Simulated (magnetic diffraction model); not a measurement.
**Which magnetic order? MnAg2F6**

Space group I4/mmm (no. 139), a = 5.3500 Å, c = 7.9120 Å.

| site | atom | x | y | z |
| --- | --- | --- | --- | --- |
| 4d | Ag | 1/2 | 0 | 1/4 |
| 2a | Mn | 0 | 0 | 0 |
| 4e | F | 1/2 | 1/2 | 0.2849 |
| 8h | F | 0.7942 | 0.2058 | 0 |

This is a made-up structure (elements placed in a structure type, unrelaxed), so the numbers test the method and describe no known phase.

Only Mn is taken to order (form factors of Mn4+); orders and moment sizes are assumed, and not adapted to the symmetry. Radiation: neutrons of λ = 1.909 Å, 8° to 90°; isotropic B of 0.28 Å² (Ag), 0.3 Å² (Mn) and 0.34 Å² (F). The intensities are simulated: I ∝ L Σ (|F_N|² + |F_M⊥|²) for unpolarised neutrons, with F_M = 2.695 fm/μB × Σ f(s) S exp(2πi Q·r) exp(−B s²) at Q = H ± k (one set where k and −k are equivalent), only the part normal to Q counting and L = 1/(sin²θ cos θ). For collinear order S is the moment m, which repeats by lattice and centring translations R with the sign exp(−2πi k·R). Form factors are spin-only for 3d ions and dipole or tabulated for f ions, scattering lengths are Sears's of 1992, and absorption is left out. A label names one of the reflections at its angle. The strongest nuclear line in the range is 100, and lines under 0.2 are left out.

Above the ordering temperature:

```csv
2θ (°),index,I
24.88,(1 0 1),4.5
27.92,(0 0 2),0.4
29.23,(1 1 0),0.5
47.59,(1 0 3),1.1
49.26,(2 1 1),4.5
51.03,(2 0 2),100.0
57.70,(0 0 4),14.5
60.61,(2 2 0),23.7
65.18,(2 1 3),16.8
65.99,(1 1 4),1.5
66.55,(3 0 1),10.4
68.02,(2 2 2),2.8
68.69,(3 1 0),2.4
73.76,(2 0 4),0.4
75.70,(3 1 2),2.4
77.96,(1 0 5),4.0
80.50,(3 0 3),18.6
81.76,(3 2 1),8.1
88.57,(2 2 4),22.5
```

Below it (cell unchanged):

```
2θ (°)      I
 12.36    2.9
 23.28    1.7
 24.06    3.2
 24.88    4.5
 27.92    0.4
 29.23    0.5
 31.25    1.0
 31.84    0.9
 36.66    0.2
 37.70    0.2
 38.20    0.8
 42.40    0.7
 43.31    0.8
 43.77    0.6
 47.56    0.3
 47.59    1.1
 48.40    0.5
 49.26    4.5
 51.03  100.0
 53.50    0.5
 56.80    0.2
 57.55    0.4
 57.70   14.5
 57.91    0.3
 60.61   23.7
 64.12    0.2
 65.15    0.2
 65.18   16.8
 65.99    1.5
 66.55   10.4
 68.02    2.8
 68.69    2.4
 73.76    0.4
 75.70    2.4
 77.96    4.0
 80.50   18.6
```
(The table stops after 36 lines; 2 more lie at higher angle.)

**Question.** Check that the new lines index with k = (0 1/2 1/2), then choose among these models:
A. collinear moments along [001], 2.55 μB on Mn
B. collinear moments along [101], 2.55 μB on Mn
C. collinear moments along [111], 2.55 μB on Mn

The new lines index as (0 1/2 1/2) at 12.36°, (0 1/2 -3/2) at 23.28°, (1 1/2 -1/2) at 24.06° and (1 1/2 3/2) at 31.25°, that is as H ± k with k = (0 1/2 1/2), one of 4 inequivalent arms of its star (k and −k counted as one), which a powder can't tell apart. Half indices mean that the moments reverse under translations with k·R a half-integer, and the magnetic cell has twice the primitive volume.

Magnetic intensity, observed (below minus above) and for each model:

| 2θ (°) | index | observed | A | B | C |
| --- | --- | --- | --- | --- | --- |
| 12.36 | (0 1/2 1/2) | 2.9 | 5.7 | 6.5 | 2.9 |
| 23.28 | (0 1/2 -3/2) | 1.7 | 0.4 | 0.9 | 1.7 |
| 24.06 | (1 1/2 -1/2) | 3.2 | 3.6 | 2.8 | 3.2 |
| 31.25 | (1 1/2 3/2) | 1.0 | 1.1 | 1.1 | 1.0 |
| 38.20 | (1 3/2 1/2) | 0.8 | 1.2 | 1.1 | 0.8 |
| 42.40 | (1 1/2 -5/2) | 0.7 | 0.3 | 0.4 | 0.7 |
| 43.31 | (1 3/2 -3/2) | 0.8 | 0.7 | 0.7 | 0.8 |
| 43.77 | (2 1/2 1/2) | 0.6 | 0.8 | 0.6 | 0.6 |

Model C matches.

The structure used: k = (0 1/2 1/2), collinear moments along [111], 2.55 μB on Mn.

[Logs are printed without paths, hosts, clocks, repeated set-up lines and the standing remarks that a program may print on its own settings, such as how far it seeks lower states.]
